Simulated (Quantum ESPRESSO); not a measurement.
# Ca(111), 5 layers: solver and mixing choices, part 2 of 4

Wanted: time, iterations and memory of Ca(111), 5 layers by eigensolver and mixing.

Quantum ESPRESSO 7.5; plane-wave DFT, PBE, GBRV ultrasoft pseudopotentials.

So far. Step 2 (Ground state: david, local-TF mixing, beta 0.4, history …): Inside the slab this potential holds the local part of the pseudopotentials, which can be repulsive at the nuclei; only its value in the vacuum has a meaning of its own.

## 3. Ground state: david, plain mixing, beta 0.4, history 8

c1.in reads:

```
&control
  prefix = 'c1'
  outdir = './out'
  pseudo_dir = './pseudo'
  calculation = 'scf'
  tprnfor = .true.
/
&system
  ibrav = 0
  nat = 5
  ntyp = 1
  ecutwfc = 40
  ecutrho = 200
  occupations = 'smearing'
  smearing = 'mv'
  degauss = 0.02
  assume_isolated = 'esm'
  esm_bc = 'bc1'
/
&electrons
  conv_thr = 1e-07
  mixing_beta = 0.4
  electron_maxstep = 80
  mixing_mode = 'plain'
  diagonalization = 'david'
  mixing_ndim = 8
/
ATOMIC_SPECIES
  Ca  40.0780  ca_pbe_v1.uspp.F.UPF
CELL_PARAMETERS angstrom
  3.94565583902094 0.00000000000000 0.00000000000000
  1.97282791951047 3.41703819118253 0.00000000000000
  0.00000000000000 0.00000000000000 28.88645800831245
ATOMIC_POSITIONS crystal
  Ca  0.666666666700 0.666666666700 -0.223053619184
  Ca  0.000000000000 0.000000000000 -0.111526809592
  Ca  0.333333333300 0.333333333300 0.000000000000
  Ca  0.666666666700 0.666666666700 0.111526809592
  Ca  0.000000000000 0.000000000000 0.223053619184
K_POINTS automatic
  6 6 1 0 0 0
```

Started as:

```sh
$ OMP_NUM_THREADS=1 mpirun -n 4 pw.x -nk 2 -in c1.in > c1.out
```

Log:

```text
[banner, memory and clock lines left out]
Program PWSCF v.7.5 starts
[...]
Message from routine setup:
[...]
number of electrons       =        50.00
     number of Kohn-Sham states=           30
     kinetic-energy cutoff     =      40.0000  Ry
     charge density cutoff     =     200.0000  Ry
[...]
number of k points=     7  Marzari-Vanderbilt smearing, width (Ry)=  0.0200
[...]
Dense  grid:   125393 G-vectors     FFT dimensions: (  36,  36, 250)
[...]
negative rho (up, down):  1.960E-05 0.000E+00
     Starting wfcs are   50 randomized atomic wfcs
[...]
estimated scf accuracy    <       0.56612240 Ry
[...]
negative rho (up, down):  1.837E-07 0.000E+00
[...]
estimated scf accuracy    <      28.17631372 Ry
[...]
negative rho (up, down):  2.590E-07 0.000E+00
[...]
estimated scf accuracy    <       0.65714865 Ry
[...]
negative rho (up, down):  2.085E-07 0.000E+00
[...]
estimated scf accuracy    <       0.09987080 Ry
[...]
negative rho (up, down):  4.766E-07 0.000E+00
[...]
estimated scf accuracy    <       0.76674647 Ry
[...]
negative rho (up, down):  3.724E-07 0.000E+00
[...]
estimated scf accuracy    <       1.24889984 Ry
[...]
negative rho (up, down):  3.287E-07 0.000E+00
[...]
estimated scf accuracy    <       1.30709248 Ry
[...]
negative rho (up, down):  3.241E-07 0.000E+00
[...]
estimated scf accuracy    <       0.96682532 Ry
[...]
negative rho (up, down):  4.299E-07 0.000E+00
[...]
estimated scf accuracy    <       0.01707315 Ry
[...]
negative rho (up, down):  5.656E-07 0.000E+00
[...]
estimated scf accuracy    <       0.01892946 Ry
[...]
negative rho (up, down):  8.998E-07 0.000E+00
[...]
estimated scf accuracy    <       0.00814559 Ry
[...]
negative rho (up, down):  1.172E-06 0.000E+00
[...]
estimated scf accuracy    <       0.17790657 Ry
[...]
negative rho (up, down):  3.058E-06 0.000E+00
[...]
estimated scf accuracy    <       0.07238027 Ry
[...]
negative rho (up, down):  7.957E-06 0.000E+00
[...]
estimated scf accuracy    <       0.00222279 Ry
[...]
negative rho (up, down):  9.736E-06 0.000E+00
[...]
estimated scf accuracy    <       0.00399320 Ry
[...]
negative rho (up, down):  1.186E-05 0.000E+00
[...]
estimated scf accuracy    <       0.00177108 Ry
[...]
negative rho (up, down):  1.167E-05 0.000E+00
[...]
estimated scf accuracy    <       0.00050025 Ry
[...]
negative rho (up, down):  1.236E-05 0.000E+00
[...]
estimated scf accuracy    <       0.00025135 Ry
[...]
negative rho (up, down):  1.263E-05 0.000E+00
[...]
estimated scf accuracy    <       0.00013536 Ry
[...]
negative rho (up, down):  1.345E-05 0.000E+00
[...]
estimated scf accuracy    <       0.00001193 Ry
[...]
negative rho (up, down):  1.350E-05 0.000E+00
[...]
estimated scf accuracy    <       0.00000387 Ry
[...]
negative rho (up, down):  1.364E-05 0.000E+00
[...]
estimated scf accuracy    <       0.00000672 Ry
[...]
negative rho (up, down):  1.375E-05 0.000E+00
[...]
estimated scf accuracy    <       0.00000065 Ry
[...]
negative rho (up, down):  1.374E-05 0.000E+00
[...]
estimated scf accuracy    <       0.00000021 Ry
[...]
negative rho (up, down):  1.377E-05 0.000E+00
[...]
the Fermi energy is    -2.9898 ev
!    total energy              =    -374.56627171 Ry
     estimated scf accuracy    <       0.00000009 Ry
     smearing contrib. (-TS)   =      -0.00540324 Ry
     internal energy E=F+TS    =    -374.56086846 Ry
[...]
one-electron contribution =    6317.93687891 Ry
     hartree contribution      =   -3172.38380212 Ry
     xc contribution           =     -58.77967669 Ry
     ewald contribution        =   -3461.33426856 Ry
     convergence has been achieved in  25 iterations
     negative rho (up, down):  1.377E-05 0.000E+00
[...]
Total force =     0.004547     Total SCF correction =     0.000693
[...]
```

Wall time 35 s (4 MPI ranks of Intel Xeon 6975P-C (Granite Rapids), shared host); peak memory 0.58 GiB.

Read from the output:

```
Fermi energy                                                   : -2.990 eV
vacuum line at the lower end of the cell, over the Fermi level : 2.990 eV
vacuum line at the upper end of the cell, over the Fermi level : 2.990 eV
```

The program's own clock; routines nest. Time by routine:

| routine | wall time (s) | calls |
| --- | --- | --- |
| PWSCF | 33.83 | 1 |
| electrons | 32.45 | 1 |
| c_bands | 23.33 | 26 |
| cegterg | 17.86 | 105 |
| h_psi | 12.46 | 1023 |
| vloc_psi | 9.72 | 1023 |
| fftw | 9.63 | 22248 |
| sum_band | 5.25 | 26 |
| newd | 2.48 | 26 |
| calbec | 1.81 | 1143 |
| h_psi:calbec | 1.44 | 1023 |
| v_of_rho | 1.19 | 26 |
| add_vuspsi | 1.18 | 1023 |
| s_psi | 1.05 | 1023 |

Counted from each run's own zero (the Fermi level), the vacuum level differs from the first run's by +2 meV.

## 4. Ground state: david, plain mixing, beta 0.7, history 8

c2.in is the input of step 3 with these lines changed:

```diff
@@ -1,3 +1,3 @@
 &control
-  prefix = 'c1'
+  prefix = 'c2'
   outdir = './out'
@@ -21,3 +21,3 @@
   conv_thr = 1e-07
-  mixing_beta = 0.4
+  mixing_beta = 0.7
   electron_maxstep = 80
```

Started as:

```sh
$ OMP_NUM_THREADS=1 mpirun -n 4 pw.x -nk 2 -in c2.in > c2.out
```

Log:

```text
[banner, memory and clock lines left out]
Program PWSCF v.7.5 starts
[...]
Message from routine setup:
[...]
number of electrons       =        50.00
     number of Kohn-Sham states=           30
     kinetic-energy cutoff     =      40.0000  Ry
     charge density cutoff     =     200.0000  Ry
[...]
number of k points=     7  Marzari-Vanderbilt smearing, width (Ry)=  0.0200
[...]
Dense  grid:   125393 G-vectors     FFT dimensions: (  36,  36, 250)
[...]
negative rho (up, down):  1.960E-05 0.000E+00
     Starting wfcs are   50 randomized atomic wfcs
[...]
estimated scf accuracy    <       0.56612240 Ry
[...]
estimated scf accuracy    <      46.48166158 Ry
[...]
estimated scf accuracy    <       5.17500692 Ry
[...]
estimated scf accuracy    <       4.92423997 Ry
[...]
estimated scf accuracy    <       4.90173360 Ry
[...]
estimated scf accuracy    <       5.50018443 Ry
[...]
negative rho (up, down):  5.248E-08 0.000E+00
[...]
estimated scf accuracy    <       2.63386095 Ry
[...]
estimated scf accuracy    <      27.33705949 Ry
[...]
negative rho (up, down):  1.431E-05 0.000E+00
[...]
estimated scf accuracy    <      28.25693482 Ry
[...]
negative rho (up, down):  1.281E-02 0.000E+00
[...]
estimated scf accuracy    <      28.97664170 Ry
[...]
negative rho (up, down):  8.670E-05 0.000E+00
[...]
estimated scf accuracy    <      34.78216896 Ry
[...]
negative rho (up, down):  1.568E-03 0.000E+00
[...]
estimated scf accuracy    <      19.62923826 Ry
[...]
negative rho (up, down):  4.886E-04 0.000E+00
[...]
estimated scf accuracy    <       1.35175928 Ry
[...]
negative rho (up, down):  5.047E-04 0.000E+00
[...]
estimated scf accuracy    <       2.80049166 Ry
[...]
negative rho (up, down):  8.071E-05 0.000E+00
[...]
estimated scf accuracy    <       2.90238618 Ry
[...]
estimated scf accuracy    <      14.56461428 Ry
[...]
estimated scf accuracy    <       9.40389100 Ry
[...]
estimated scf accuracy    <       1.11209442 Ry
[...]
negative rho (up, down):  4.869E-06 0.000E+00
[...]
estimated scf accuracy    <       2.91662522 Ry
[...]
negative rho (up, down):  5.657E-06 0.000E+00
[...]
estimated scf accuracy    <       0.31954022 Ry
[...]
negative rho (up, down):  1.969E-06 0.000E+00
[...]
estimated scf accuracy    <       0.16689523 Ry
[...]
negative rho (up, down):  3.141E-06 0.000E+00
[...]
estimated scf accuracy    <       0.18956442 Ry
[...]
negative rho (up, down):  6.496E-06 0.000E+00
[...]
estimated scf accuracy    <       0.02829094 Ry
[...]
negative rho (up, down):  7.854E-06 0.000E+00
[...]
estimated scf accuracy    <       0.06812881 Ry
[...]
negative rho (up, down):  6.240E-07 0.000E+00
[...]
estimated scf accuracy    <       0.08553420 Ry
[...]
negative rho (up, down):  3.962E-07 0.000E+00
[...]
estimated scf accuracy    <       0.22124695 Ry
[...]
negative rho (up, down):  9.875E-07 0.000E+00
[...]
estimated scf accuracy    <       0.20300198 Ry
[...]
negative rho (up, down):  1.219E-05 0.000E+00
[...]
estimated scf accuracy    <       0.28282820 Ry
[...]
negative rho (up, down):  1.056E-05 0.000E+00
[...]
estimated scf accuracy    <       0.12944978 Ry
[...]
negative rho (up, down):  1.966E-05 0.000E+00
[...]
estimated scf accuracy    <       0.07889693 Ry
[...]
negative rho (up, down):  9.862E-06 0.000E+00
[...]
estimated scf accuracy    <       0.02477514 Ry
[...]
negative rho (up, down):  1.129E-05 0.000E+00
[...]
estimated scf accuracy    <       0.00129004 Ry
[...]
negative rho (up, down):  1.295E-05 0.000E+00
[...]
estimated scf accuracy    <       0.00026649 Ry
[...]
negative rho (up, down):  1.410E-05 0.000E+00
[...]
estimated scf accuracy    <       0.00008452 Ry
[...]
negative rho (up, down):  1.387E-05 0.000E+00
[...]
estimated scf accuracy    <       0.00018049 Ry
[...]
negative rho (up, down):  1.394E-05 0.000E+00
[...]
estimated scf accuracy    <       0.00000432 Ry
[...]
negative rho (up, down):  1.391E-05 0.000E+00
[...]
estimated scf accuracy    <       0.00000189 Ry
[...]
negative rho (up, down):  1.378E-05 0.000E+00
[...]
estimated scf accuracy    <       0.00000186 Ry
[...]
negative rho (up, down):  1.377E-05 0.000E+00
[...]
estimated scf accuracy    <       0.00000209 Ry
[...]
negative rho (up, down):  1.375E-05 0.000E+00
[...]
estimated scf accuracy    <       0.00000071 Ry
[...]
negative rho (up, down):  1.377E-05 0.000E+00
[...]
estimated scf accuracy    <       0.00000031 Ry
[...]
negative rho (up, down):  1.376E-05 0.000E+00
[...]
the Fermi energy is    -2.9910 ev
!    total energy              =    -374.56627172 Ry
     estimated scf accuracy    <       0.00000006 Ry
     smearing contrib. (-TS)   =      -0.00540601 Ry
     internal energy E=F+TS    =    -374.56086571 Ry
[...]
one-electron contribution =    6317.95127702 Ry
     hartree contribution      =   -3172.39814080 Ry
     xc contribution           =     -58.77973338 Ry
     ewald contribution        =   -3461.33426856 Ry
     convergence has been achieved in  42 iterations
     negative rho (up, down):  1.376E-05 0.000E+00
[...]
Total force =     0.004469     Total SCF correction =     0.000348
[...]
```

It took 53 s on 4 MPI ranks; peak memory 0.75 GiB.

This step gave:

```
Fermi energy                                                   : -2.991 eV
vacuum line at the lower end of the cell, over the Fermi level : 2.991 eV
vacuum line at the upper end of the cell, over the Fermi level : 2.991 eV
```

The program's own clock; routines nest. Time by routine:

| routine | wall time (s) | calls |
| --- | --- | --- |
| PWSCF | 52.04 | 1 |
| electrons | 50.71 | 1 |
| c_bands | 35.53 | 43 |
| cegterg | 29.29 | 179 |
| h_psi | 20.7 | 1473 |
| vloc_psi | 16.37 | 1473 |
| fftw | 16.33 | 37008 |
| sum_band | 8.71 | 43 |
| newd | 4.07 | 43 |
| calbec | 2.88 | 1661 |
| h_psi:calbec | 2.3 | 1473 |
| v_of_rho | 1.92 | 43 |
| add_vuspsi | 1.86 | 1473 |
| s_psi | 1.69 | 1473 |

Counted from each run's own zero (the Fermi level), the vacuum level differs from the first run's by +3 meV.

## 5. SCF with pw.x: david, TF mixing, beta 0.4, history 8

c3.in is the input of step 4 with these lines changed:

```diff
@@ -1,3 +1,3 @@
 &control
-  prefix = 'c2'
+  prefix = 'c3'
   outdir = './out'
@@ -21,5 +21,5 @@
   conv_thr = 1e-07
-  mixing_beta = 0.7
+  mixing_beta = 0.4
   electron_maxstep = 80
-  mixing_mode = 'plain'
+  mixing_mode = 'TF'
   diagonalization = 'david'
```

Started as:

```sh
$ OMP_NUM_THREADS=1 mpirun -n 4 pw.x -nk 2 -in c3.in > c3.out
```

Log:

```text
[banner, memory and clock lines left out]
Program PWSCF v.7.5 starts
[...]
Message from routine setup:
[...]
number of electrons       =        50.00
     number of Kohn-Sham states=           30
     kinetic-energy cutoff     =      40.0000  Ry
     charge density cutoff     =     200.0000  Ry
[...]
number of k points=     7  Marzari-Vanderbilt smearing, width (Ry)=  0.0200
[...]
Dense  grid:   125393 G-vectors     FFT dimensions: (  36,  36, 250)
[...]
negative rho (up, down):  1.960E-05 0.000E+00
     Starting wfcs are   50 randomized atomic wfcs
[...]
negative rho (up, down):  8.612E-07 0.000E+00
[...]
estimated scf accuracy    <       0.56612240 Ry
[...]
negative rho (up, down):  8.429E-06 0.000E+00
[...]
estimated scf accuracy    <       0.39409962 Ry
[...]
estimated scf accuracy    <       0.08108750 Ry
[...]
estimated scf accuracy    <       0.19681702 Ry
[...]
estimated scf accuracy    <       0.03899177 Ry
[...]
estimated scf accuracy    <       0.08854102 Ry
[...]
estimated scf accuracy    <       0.11238086 Ry
[...]
estimated scf accuracy    <       0.11410527 Ry
[...]
estimated scf accuracy    <       0.11533880 Ry
[...]
estimated scf accuracy    <       0.12328081 Ry
[...]
estimated scf accuracy    <       0.12380916 Ry
[...]
estimated scf accuracy    <       0.15618974 Ry
[...]
estimated scf accuracy    <       0.16842042 Ry
[...]
estimated scf accuracy    <       0.13490367 Ry
[...]
estimated scf accuracy    <       0.13165863 Ry
[...]
estimated scf accuracy    <       0.11755405 Ry
[...]
estimated scf accuracy    <       0.05579783 Ry
[...]
estimated scf accuracy    <       0.03346057 Ry
[...]
estimated scf accuracy    <       0.01996889 Ry
[...]
estimated scf accuracy    <       0.00646484 Ry
[...]
negative rho (up, down):  3.432E-04 0.000E+00
[...]
estimated scf accuracy    <       0.00353547 Ry
[...]
negative rho (up, down):  3.716E-03 0.000E+00
[...]
estimated scf accuracy    <       0.00253335 Ry
[...]
negative rho (up, down):  4.234E-03 0.000E+00
[...]
estimated scf accuracy    <       0.00198757 Ry
[...]
negative rho (up, down):  5.642E-03 0.000E+00
[...]
estimated scf accuracy    <       0.00171721 Ry
[...]
negative rho (up, down):  1.059E-02 0.000E+00
[...]
estimated scf accuracy    <       0.00120099 Ry
[...]
negative rho (up, down):  1.472E-02 0.000E+00
[...]
estimated scf accuracy    <       0.00074281 Ry
[...]
negative rho (up, down):  1.424E-02 0.000E+00
[...]
estimated scf accuracy    <       0.00030898 Ry
[...]
negative rho (up, down):  8.654E-03 0.000E+00
[...]
estimated scf accuracy    <       0.00015545 Ry
[...]
negative rho (up, down):  6.794E-03 0.000E+00
[...]
estimated scf accuracy    <       0.00005056 Ry
[...]
negative rho (up, down):  2.855E-03 0.000E+00
[...]
estimated scf accuracy    <       0.00002666 Ry
[...]
negative rho (up, down):  1.402E-03 0.000E+00
[...]
estimated scf accuracy    <       0.00000864 Ry
[...]
negative rho (up, down):  5.257E-04 0.000E+00
[...]
estimated scf accuracy    <       0.00000442 Ry
[...]
negative rho (up, down):  2.403E-04 0.000E+00
[...]
estimated scf accuracy    <       0.00000164 Ry
[...]
negative rho (up, down):  8.908E-05 0.000E+00
[...]
estimated scf accuracy    <       0.00000055 Ry
[...]
negative rho (up, down):  2.616E-05 0.000E+00
[...]
estimated scf accuracy    <       0.00000019 Ry
[...]
negative rho (up, down):  2.037E-06 0.000E+00
[...]
estimated scf accuracy    <       0.00000010 Ry
[...]
negative rho (up, down):  1.375E-05 0.000E+00
[...]
the Fermi energy is    -2.9912 ev
!    total energy              =    -374.56627186 Ry
     estimated scf accuracy    <       0.00000003 Ry
     smearing contrib. (-TS)   =      -0.00540437 Ry
     internal energy E=F+TS    =    -374.56086749 Ry
[...]
one-electron contribution =    6317.94529748 Ry
     hartree contribution      =   -3172.39224103 Ry
     xc contribution           =     -58.77965538 Ry
     ewald contribution        =   -3461.33426856 Ry
     convergence has been achieved in  37 iterations
     negative rho (up, down):  1.375E-05 0.000E+00
[...]
Total force =     0.004524     Total SCF correction =     0.000379
[...]
```

The job ended after 44 s (4 MPI ranks; peak memory 0.66 GiB).

The program's own clock; routines nest. Time by routine:

| routine | wall time (s) | calls |
| --- | --- | --- |
| PWSCF | 43.34 | 1 |
| electrons | 41.99 | 1 |
| c_bands | 28.63 | 38 |
| cegterg | 23.5 | 152 |
| h_psi | 16.55 | 1294 |
| fftw | 13.1 | 30108 |
| vloc_psi | 13.03 | 1294 |
| sum_band | 7.62 | 38 |
| newd | 3.59 | 38 |
| calbec | 2.35 | 1462 |
| h_psi:calbec | 1.84 | 1294 |
| v_of_rho | 1.76 | 38 |
| add_vuspsi | 1.53 | 1294 |
| s_psi | 1.38 | 1294 |

Counted from each run's own zero (the Fermi level), the vacuum level differs from the first run's by +4 meV.

## 6. Self-consistent run: david, local-TF mixing, beta 0.7, history 8

c4.in is the input of step 5 with these lines changed:

```diff
@@ -1,3 +1,3 @@
 &control
-  prefix = 'c3'
+  prefix = 'c4'
   outdir = './out'
@@ -21,5 +21,5 @@
   conv_thr = 1e-07
-  mixing_beta = 0.4
+  mixing_beta = 0.7
   electron_maxstep = 80
-  mixing_mode = 'TF'
+  mixing_mode = 'local-TF'
   diagonalization = 'david'
```

Started as:

```sh
$ OMP_NUM_THREADS=1 mpirun -n 4 pw.x -nk 2 -in c4.in > c4.out
```

Log:

```text
[banner, memory and clock lines left out]
Program PWSCF v.7.5 starts
[...]
Message from routine setup:
[...]
number of electrons       =        50.00
     number of Kohn-Sham states=           30
     kinetic-energy cutoff     =      40.0000  Ry
     charge density cutoff     =     200.0000  Ry
[...]
number of k points=     7  Marzari-Vanderbilt smearing, width (Ry)=  0.0200
[...]
Dense  grid:   125393 G-vectors     FFT dimensions: (  36,  36, 250)
[...]
negative rho (up, down):  1.960E-05 0.000E+00
     Starting wfcs are   50 randomized atomic wfcs
[...]
negative rho (up, down):  1.044E-07 0.000E+00
[...]
estimated scf accuracy    <       0.56612240 Ry
[...]
estimated scf accuracy    <       0.27850695 Ry
[...]
estimated scf accuracy    <       0.03541928 Ry
[...]
estimated scf accuracy    <       0.16883832 Ry
[...]
estimated scf accuracy    <       0.02556030 Ry
[...]
estimated scf accuracy    <       0.01591380 Ry
[...]
estimated scf accuracy    <       0.00838993 Ry
[...]
estimated scf accuracy    <       0.07734411 Ry
[...]
estimated scf accuracy    <       0.06964396 Ry
[...]
estimated scf accuracy    <       0.02231830 Ry
[...]
estimated scf accuracy    <       0.00664155 Ry
[...]
estimated scf accuracy    <       0.00272184 Ry
[...]
estimated scf accuracy    <       0.00010137 Ry
[...]
estimated scf accuracy    <       0.00005716 Ry
[...]
negative rho (up, down):  4.349E-07 0.000E+00
[...]
estimated scf accuracy    <       0.00001424 Ry
[...]
negative rho (up, down):  7.655E-07 0.000E+00
[...]
estimated scf accuracy    <       0.00000290 Ry
[...]
negative rho (up, down):  9.816E-06 0.000E+00
[...]
estimated scf accuracy    <       0.00000162 Ry
[...]
negative rho (up, down):  1.332E-05 0.000E+00
[...]
estimated scf accuracy    <       0.00000021 Ry
[...]
negative rho (up, down):  1.633E-05 0.000E+00
[...]
estimated scf accuracy    <       0.00000127 Ry
[...]
negative rho (up, down):  1.452E-05 0.000E+00
[...]
estimated scf accuracy    <       0.00000086 Ry
[...]
negative rho (up, down):  1.374E-05 0.000E+00
[...]
the Fermi energy is    -2.9892 ev
!    total energy              =    -374.56627178 Ry
     estimated scf accuracy    <       0.00000003 Ry
     smearing contrib. (-TS)   =      -0.00540350 Ry
     internal energy E=F+TS    =    -374.56086828 Ry
[...]
one-electron contribution =    6317.95941780 Ry
     hartree contribution      =   -3172.40636399 Ry
     xc contribution           =     -58.77965354 Ry
     ewald contribution        =   -3461.33426856 Ry
     convergence has been achieved in  21 iterations
     negative rho (up, down):  1.374E-05 0.000E+00
[...]
Total force =     0.004574     Total SCF correction =     0.000576
[...]
```

The job ended after 33 s (4 MPI ranks; peak memory 0.76 GiB).

Numbers from this step:

```
Fermi energy                                                   : -2.989 eV
vacuum line at the lower end of the cell, over the Fermi level : 2.989 eV
vacuum line at the upper end of the cell, over the Fermi level : 2.989 eV
```

The program's own clock; routines nest. Time by routine:

| routine | wall time (s) | calls |
| --- | --- | --- |
| PWSCF | 32.67 | 1 |
| electrons | 31.34 | 1 |
| c_bands | 21.07 | 22 |
| cegterg | 16.44 | 89 |
| h_psi | 11.47 | 934 |
| vloc_psi | 8.99 | 934 |
| fftw | 8.81 | 20410 |
| sum_band | 4.41 | 22 |
| mix_rho | 2.8 | 22 |
| newd | 2.14 | 22 |
| calbec | 1.63 | 1038 |
| ffts | 1.33 | 1618 |
| h_psi:calbec | 1.31 | 934 |
| add_vuspsi | 1.08 | 934 |

Counted from each run's own zero (the Fermi level), the vacuum level differs from the first run's by +2 meV.

(Continued in part 3 of 4.)

[Logs are printed without paths, hosts, clocks, repeated set-up lines and the standing remarks that a program may print on its own settings, such as how far it seeks lower states.]

[Hosts, paths, dates, database ids (printed as entryN), source tags and the programs' standing remarks are cut or masked in the printed files.]

[Maps of the electrostatic potential energy from Ansatz leave out the sawtooth potential of an applied field or a dipole correction, so their vacuum need not be flat; planar profiles and work functions include it.]
